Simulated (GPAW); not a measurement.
# Ballistic transport through 1,4-diisocyanobenzene between two Au chains, cheap and dear, part 2 of 2

How well does 1,4-diisocyanobenzene between two Au chains conduct at low bias, and how far do basis and functional move the answer?

GPAW 26.7.0; GPAW LCAO, PAW setups; Landauer transmission from Green's functions with principal layers (ASE), zero bias.

So far, transmission at the Fermi level (one spin): step 2 (GPAW, dzp, PBE, GPAW) 1.6e-7; step 3 (basis szp(dzp), PBE, GPAW) 9.9e-8; step 4 (basis sz(dzp), PBE, GPAW) 2.3e-9; step 5 (LDA) 2.1e-7.

### 8. Temperature 30, functional RPBE

Temperature enters only through the Fermi window. The functional moves levels against the Fermi level.

This step: GPAW LCAO, PAW setups; Landauer transmission from Green's functions with principal layers (ASE), zero bias (GPAW 26.7.0).

Input file run.py:

```python
import json
import numpy as np
from ase import Atoms
from ase.transport.calculators import TransportCalculator
from gpaw import GPAW, FermiDirac
from gpaw.lcao.tools import get_lcao_hamiltonian
from scipy.linalg import eigh

# The junction with lead layers at both ends, along the third cell vector
device = Atoms(
    ['Au', 'Au', 'Au', 'Au', 'Au', 'C', 'N', 'C', 'H', 'H', 'C', 'C', 'C', 'C', 'H', 'H', 'C', 'N', 'C', 'Au', 'Au', 'Au', 'Au', 'Au'],
    positions=[
        [5.40801, 4.50000, 1.30000],
        [5.40801, 4.50000, 3.90000],
        [5.40801, 4.50000, 6.50000],
        [5.40801, 4.50000, 9.10000],
        [5.40801, 4.50000, 11.70000],
        [5.40801, 4.50000, 13.76000],
        [5.40801, 4.50000, 14.93178],
        [5.40801, 4.50000, 16.32006],
        [3.25000, 4.49999, 16.45143],
        [7.56602, 4.50001, 16.45143],
        [6.62769, 4.50000, 17.00032],
        [4.18833, 4.50000, 17.00032],
        [6.62769, 4.49999, 18.39540],
        [4.18833, 4.50000, 18.39540],
        [7.56601, 4.50000, 18.94430],
        [3.25001, 4.50000, 18.94430],
        [5.40801, 4.50000, 19.07567],
        [5.40801, 4.50000, 20.46394],
        [5.40801, 4.50000, 21.63572],
        [5.40801, 4.50000, 23.69572],
        [5.40801, 4.50000, 26.29572],
        [5.40801, 4.50000, 28.89572],
        [5.40801, 4.50000, 31.49572],
        [5.40801, 4.50000, 34.09572]],
    cell=[[10.81602, 0.0, 0.0], [0.0, 9.0, 0.0], [0.0, 0.0, 35.39572]],
    pbc=True)

# One principal layer of the lead: the first 3 atoms of the device
lead = Atoms(
    ['Au', 'Au', 'Au'],
    positions=[
        [5.40801, 4.50000, 1.30000],
        [5.40801, 4.50000, 3.90000],
        [5.40801, 4.50000, 6.50000]],
    cell=[[10.81602, 0.0, 0.0], [0.0, 9.0, 0.0], [0.0, 0.0, 7.8]],
    pbc=True)

settings = dict(mode='lcao', basis='dzp', xc='RPBE', h=0.18,
                occupations=FermiDirac(0.1), maxiter=250,
                mixer=dict(beta=0.1, nmaxold=8, weight=100.0),
                convergence=dict(density=0.0001))
energies = np.arange(-2, 2 + 1e-9, 0.05)
eta = 0.0001
n1, n2 = 1, 1
# k and -k transmit alike, so half of the mesh across the current serves
mesh = [(i, j) for i in range(n1) for j in range(n2) if (i, j) <= (-i % n1, -j % n2)]
weights = np.array([1 if (i, j) == (-i % n1, -j % n2) else 2 for i, j in mesh]) / (n1 * n2)


def ground_state(atoms, size, txt):
    atoms.calc = GPAW(kpts={'size': size, 'gamma': True}, symmetry={'tolerance': 1e-3}, txt=txt, **settings)
    atoms.get_potential_energy()
    return atoms.calc.get_fermi_level()


def blocks(atoms, fermi, points, nz, cells):
    """H - E_F S and S between cell 0 and the cells above it, at each point across the current."""
    kz = np.arange(nz) / nz
    calc = atoms.calc.fixed_density(kpts=[(*k, z) for k in points for z in kz], symmetry='off', txt=None)
    H, S = get_lcao_hamiltonian(calc)
    H = (H - fermi * S).reshape(len(H), len(points), nz, *S.shape[1:])
    S = S.reshape(H.shape[1:])
    phases = [np.exp(-2j * np.pi * kz * R) / nz for R in cells]
    return [(np.einsum('skzij,z->ksij', H, p), np.einsum('kzij,z->kij', S, p)) for p in phases]


def pair(a, b):
    return np.block([[a, b], [b.T.conj(), a]])


def count_channels(h, s, cells, nk=240):
    """Half the number of times that the lead's bands cross each energy, unfolded to its shortest repeat."""
    b = len(h) // cells
    bands = []
    for k in (np.arange(nk + 1) + 0.5) / nk:
        hk, sk = h[:b, :b].copy(), s[:b, :b].copy()
        for R in range(1, cells):
            phase, block = np.exp(2j * np.pi * k * R), slice(R * b, (R + 1) * b)
            hk += h[:b, block] * phase + (h[:b, block] * phase).T.conj()
            sk += s[:b, block] * phase + (s[:b, block] * phase).T.conj()
        w, u = eigh(sk)
        x = u[:, w > 1e-5] / w[w > 1e-5]**0.5  # drop near-dependent combinations
        bands.append(np.r_[eigh(x.T.conj() @ hk @ x, eigvals_only=True), [1e9] * (w <= 1e-5).sum()])
    below = np.array(bands)[:, :, None] < energies
    return (below[1:] != below[:-1]).sum((0, 1)) / 2


fermi_lead = ground_state(lead, (1, 1, 15), 'lead.txt')
fermi_device = ground_state(device, (1, 1, 2), 'device.txt')
T, channels, eigen, tail, misfit, shifts = [], [], [], 0.0, 0.0, []
for first in range(0, len(mesh), 192):
    points = [(i / n1, j / n2) for i, j in mesh[first:first + 192]]
    (H0k, S0k), (H1k, S1k), (H2k, _) = blocks(lead, fermi_lead, points, 5, range(3))
    [(Hk, Sk)] = blocks(device, fermi_device, points, 2, [0])
    tail = max(tail, abs(H2k).max())
    for H0, S0, H1, S1, H, S in zip(H0k, S0k, H1k, S1k, Hk, Sk):
        n = len(S0)
        # Shift the lead onto the potential of the device's first layer
        shift = ((H[:, 0, 0] - H0[:, 0, 0]) / S0[0, 0]).real.mean()
        shifts.append(shift)
        misfit = max(misfit, abs(H[:, :n, :n] - H0 - shift * S0).max())
        Tk, Ck, Ek = [], [], []
        for s in range(len(H)):
            t = s % len(H0)  # a lead without moments serves both spins
            h1, s1 = pair(H0[t] + shift * S0, H1[t] + shift * S1), pair(S0, S1)
            leads = dict(h1=h1, s1=s1, energies=energies, eta=eta, eta1=eta, eta2=eta)
            calc = TransportCalculator(h=H[s], s=S, eigenchannels=3, **leads)
            Tk.append(calc.get_transmission())
            Ek.append(np.sort(calc.eigenchannels_ne, axis=0)[::-1])
            Ck.append(count_channels(h1, s1, 6))
        T.append(Tk)
        channels.append(Ck)
        eigen.append(Ek)
T, channels = np.array(T), np.array(channels)
mean, open_channels = np.einsum('kse,k->se', T, weights), np.einsum('kse,k->se', channels, weights)

print(f'basis functions: device {len(S)}, principal layer {n}')
print(f'Fermi level: lead {fermi_lead:.4f} eV, device {fermi_device:.4f} eV; lead shifted by {np.mean(shifts):.4f} eV')
print(f'largest coupling past the next layer {tail:.2e} eV, largest misfit of the first layer {misfit:.3f} eV')
print('  E-E_F (eV)   ' + 'T (one spin)  channels')
for e, t, c in zip(energies, mean.T, open_channels.T):
    print(f'{e:10.3f}  ', *[f'{x:11.4e}' for x in t], *[f'{x:9.4f}' for x in c])

kT = 8.617333e-5 * 30
fine = np.linspace(energies[0], energies[-1], 4001)
both = np.exp(np.interp(fine, energies, np.log(np.maximum(mean.sum(0) * 2 / len(mean), 1e-30))))
fermi = lambda mu: 1 / (1 + np.exp(np.clip((fine - mu) / kT, -200, 200)))
slope = fermi(0) * (1 - fermi(0)) / kT
G = np.trapezoid(both * slope, fine) / 2
seebeck = -np.trapezoid(both * slope * fine, fine) / (2 * G * 30) * 1e6
print(f'conductance at 30 K: {G:.5g} G0 a cell; thermopower {seebeck:.4g} uV/K')
bias = [0.1, 0.2, 0.5, 1.0, 1.5, 2.0]
current = [38.74 * np.trapezoid(both * (fermi(V / 2) - fermi(-V / 2)), fine) for V in bias]
for V, I in zip(bias, current):
    print(f'current from the zero-bias T(E) at {V} V: {I:.5g} uA')
zero = abs(energies).argmin()
json.dump(dict(energies=energies.tolist(), T=mean.tolist(), channels=open_channels.tolist(), G=G, seebeck=seebeck,
               bias=bias, current=current, tail=tail, misfit=misfit, shift=np.mean(shifts), n_device=len(S), n_lead=n,
               fermi=[fermi_lead, fermi_device], energy=device.get_potential_energy(),
               moments=device.get_magnetic_moments().tolist(), mesh=mesh, weights=weights.tolist(),
               T_k=T[:, :, zero].tolist(), eigen=np.array(eigen[0]).tolist()), open('result.json', 'w'))
```

Launch:

```bash
OMP_NUM_THREADS=1 OPENBLAS_NUM_THREADS=1 python run.py
```

Elapsed: 85 s, on 1 thread of Intel Xeon Platinum 8488C (Sapphire Rapids), shared host; peak memory 1.8 GiB.

Numbers from this step:

```yaml
conductance: 1.35e-7 G₀
thermopower: 5.207 μV/K
largest_coupling_past_the_next_principal_layer: 2.64e-7 eV
largest_misfit_of_the_first_principal_layer: 0.09101 eV
shift_that_aligns_the_lead: -0.03364 eV
transmission_at_the_fermi_level_one_spin: 1.35e-7
```

One spin. Transmission, zone mean against energy, zero at the Fermi level:

```tsv
energy (eV)	transmission, zone mean
-2.00	0.00371
-1.85	0.00321
-1.70	0.00306
-1.60	0.00311
-1.45	0.00338
-1.30	0.00384
-1.15	0.00439
-1.05	0.00469
-0.95	0.00488
-0.90	0.00487
-0.75	0.00463
-0.60	0.00420
-0.50	0.00401
-0.35	0.00427
-0.20	0.00649
-0.05	1.9e-7
0.00	1.3e-7
0.05	9.3e-8
0.20	1.8e-8
0.35	6.8e-10
0.50	3.5e-8
0.60	9.0e-8
0.75	2.3e-7
0.90	4.5e-7
1.05	8.0e-7
1.15	1.1e-6
1.30	1.8e-6
1.45	2.7e-6
1.60	4.0e-6
1.70	5.1e-6
1.85	7.5e-6
2.00	1.1e-5
```

Crossings of the lead's bands, unfolded to its shortest repeat. The open channels, zone mean by energy, zero at the Fermi level:

```tsv
energy (eV)	open channels, zone mean
-2.00	3
-1.85	3
-1.70	3
-1.60	3
-1.45	3
-1.30	5
-1.15	6
-1.05	6
-0.90	6
-0.75	4
-0.60	4
-0.50	4
-0.35	4
-0.20	3
-0.05	1
0.00	1
0.05	1
0.20	1
0.35	1
0.50	1
0.60	1
0.75	1
0.90	1
1.05	1
1.15	1
1.30	1
1.45	1
1.60	1
1.70	1
1.85	1
2.00	1
```

Not self-consistent under bias; the bias window is split evenly. The current through one cell, from the zero-bias transmission by bias:

```tsv
bias (V)	current through one cell, from the zero-bias transmission (nA)
0.100	0.00106
0.200	0.00225
0.500	41.0
1.000	125
1.500	208
2.000	301
```

Transmission of the three most open eigenchannels against energy, zero at the Fermi level:

```tsv
energy (eV)	channel 1	channel 2	channel 3
-2.000	0.00370	9.0e-6	2.7e-8
-1.800	0.00312	8.1e-6	4.6e-8
-1.600	0.00310	8.2e-6	1.9e-7
-1.400	0.00351	9.0e-6	4.1e-7
-1.200	0.00419	1.0e-5	9.4e-7
-1.000	0.00478	1.0e-5	6.9e-7
-0.800	0.00474	9.0e-6	5.4e-7
-0.600	0.00419	6.5e-6	7.9e-7
-0.400	0.00406	4.6e-6	9.3e-7
-0.200	0.00648	5.1e-6	4.6e-7
0.000	1.3e-7	1.3e-12	0
0.200	1.8e-8	0	0
0.400	6.3e-9	0	0
0.600	9.0e-8	0	0
0.800	3.0e-7	0	0
1.000	6.7e-7	0	0
1.200	1.3e-6	0	0
1.400	2.3e-6	0	0
1.600	4.0e-6	0	0
1.800	6.6e-6	0	0
2.000	1.1e-5	0	0
```

With these changes, and at 30 K in place of 77 K, the conductance is 1.3e-7 G₀ against 1.6e-7 in the dzp run; T at the Fermi level, which temperature doesn't enter, is 1.3e-7 against 1.6e-7.

### 9. What came out

```json
{
  "conductance": "1.6e-7 G₀",
  "transmission at the Fermi level, mean of the spins": "1.6e-7",
  "thermopower": "11.7 μV/K"
}
```

**Reading.** In the dzp basis the junction conducts 1.6e-7 G₀ at 77 K, with T = 1.6e-7 a spin at the Fermi level; no smaller basis tried comes within 10 % of that conductance. The junction is in the tunnelling regime at the Fermi level. The positive thermopower says that the thermally weighted transmission is larger below the Fermi level, as for hole-like transport. Measured against the first run (dzp), the nearest curve is that of dzp-LDA (r.m.s. 3.7e-4) and the farthest that of sz (0.0065). Over the compared runs wall time goes from 71 s (dzp-LDA) to 93 s (dzp), on a shared host. The geometry was built from estimated bond lengths and not relaxed, so the numbers describe this model structure. Spin-orbit coupling is left out, which matters for the heavy atoms here. Energies count from the junction cell's Fermi level; in the run with T = 1.6e-7 there, the aligned lead's own level lies at -0.028 eV, where T interpolates to 1.9e-7; the finite cell leaves the answer open by at least that much. The chain lies on the anchor's axis and its one channel at the Fermi level has σ symmetry, so it cannot couple to the molecule's π orbitals; what passes goes through σ states, and a tilted or bulk contact would conduct differently. An evenly spaced straight chain is an idealisation: free chains tend to dimerise, zigzag or, where a band edge lies near the Fermi level, turn magnetic. The currents use the zero-bias T(E) throughout, which holds only while the bias is small against the distance to the nearest feature. The energy step is wider than the thermal energy, so the conductance and thermopower rest on interpolation of T(E).

[Logs are printed without paths, hosts, clocks, repeated set-up lines and the standing remarks that a program may print on its own settings, such as how far it seeks lower states.]

[Hosts, paths, dates, database ids (printed as entryN), source tags and the programs' standing remarks are cut or masked in the printed files.]
